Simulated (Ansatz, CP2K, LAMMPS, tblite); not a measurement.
# Which run comes nearest? Li+ BF4- in ethylene carbonate and trimethyl phosphate at 350 K (137 atoms)

Density of this cell: 1.30 g/cm³. The cell holds 137 atoms: 27 C, 32 O, 5 P, 61 H, 2 B, 8 F and 2 Li. Its edges and angles: a = 11.660 Å, b = 11.660 Å, c = 11.660 Å, α = 90.0°, β = 90.0°, γ = 90.0°. 4 ethylene carbonate, 5 trimethyl phosphate, 2 Li+, 2 BF4- placed at random, at 1.3 g/cm³; overlaps pushed apart, then 10 ps at 550 K with stiff harmonic cages for PF6 and BF4 with UFF radii; Joung-Cheatham ions (J. Phys. Chem. B 112, 9020 (2008)); MMFF94 bonds, angles, torsions, charges and radii (Halgren, J. Comput. Chem. 17, 490 (1996)) in harmonic and 12-6 forms; charges of ions scaled by 0.8. Snapshot after 30 ps at 350 K and fixed volume.

Geometry: as built.

The reference, a calculation:

- method: Kohn-Sham DFT, PBE, PAW, plane waves (Ansatz 0.2.0); cutoff 420 eV, Γ point, fermi-dirac smearing of 0.05 eV; PAW set soft_2
- r.m.s. force component: 1.052 eV/Å
- longest force: 4.472 eV/Å
- pressure: 2.464 GPa
- gap (highest filled to lowest empty level): 5.131 eV
- SCF cycles: 11
- time: 32 s on 4 threads of Arm Neoverse V1, shared host
- CPU time: 1.8 min

Runs, in no order:
A. tblite GFN1-xTB: GFN1-xTB tight binding, diagonalisation
B. CP2K PBE, DZVP-MOLOPT-SR, 800/50 Ry, diagonalisation: Kohn-Sham DFT, PBE, GTH-PBE pseudopotentials, Gaussian and plane waves, DZVP-MOLOPT-SR-GTH, diagonalisation
C. CP2K PBE, SZV-MOLOPT-SR, 800/50 Ry, diagonalisation: Kohn-Sham DFT, PBE, GTH-PBE pseudopotentials, Gaussian and plane waves, SZV-MOLOPT-SR-GTH, diagonalisation

Q: Order them from the smallest to the largest r.m.s. force difference.

B, A, C.

```csv
run,"Δ force, r.m.s. (meV/Å)",share of r.m.s. force (%),CPU time
"B. CP2K PBE, DZVP-MOLOPT-SR, 800/50 Ry, diagonalisation",135,12.8,9 min
A. tblite GFN1-xTB,322,30.6,5.6 s
"C. CP2K PBE, SZV-MOLOPT-SR, 800/50 Ry, diagonalisation",2200,209,5.8 min
```

Periodic xTB results under one method name differ between programs and library versions. The network of contacts between molecules at the start is that of the classical potential that made the cell, and needn't be the one that DFT or experiment would give. The electronic-structure runs sample only Γ, in a cell whose shortest periodic width is 12 Å.

[Logs are printed without paths, hosts, clocks, repeated set-up lines and the standing remarks that a program may print on its own settings, such as how far it seeks lower states.]

[Hosts, paths, dates, database ids (printed as entryN), source tags and the programs' standing remarks are cut or masked in the printed files.]

[The MMFF94 radii named for the starting cell were scaled by 0.96; in molecules described by MMFF94, hydrogen bound to N, O or S took a small fixed 12-6 site in their place.]
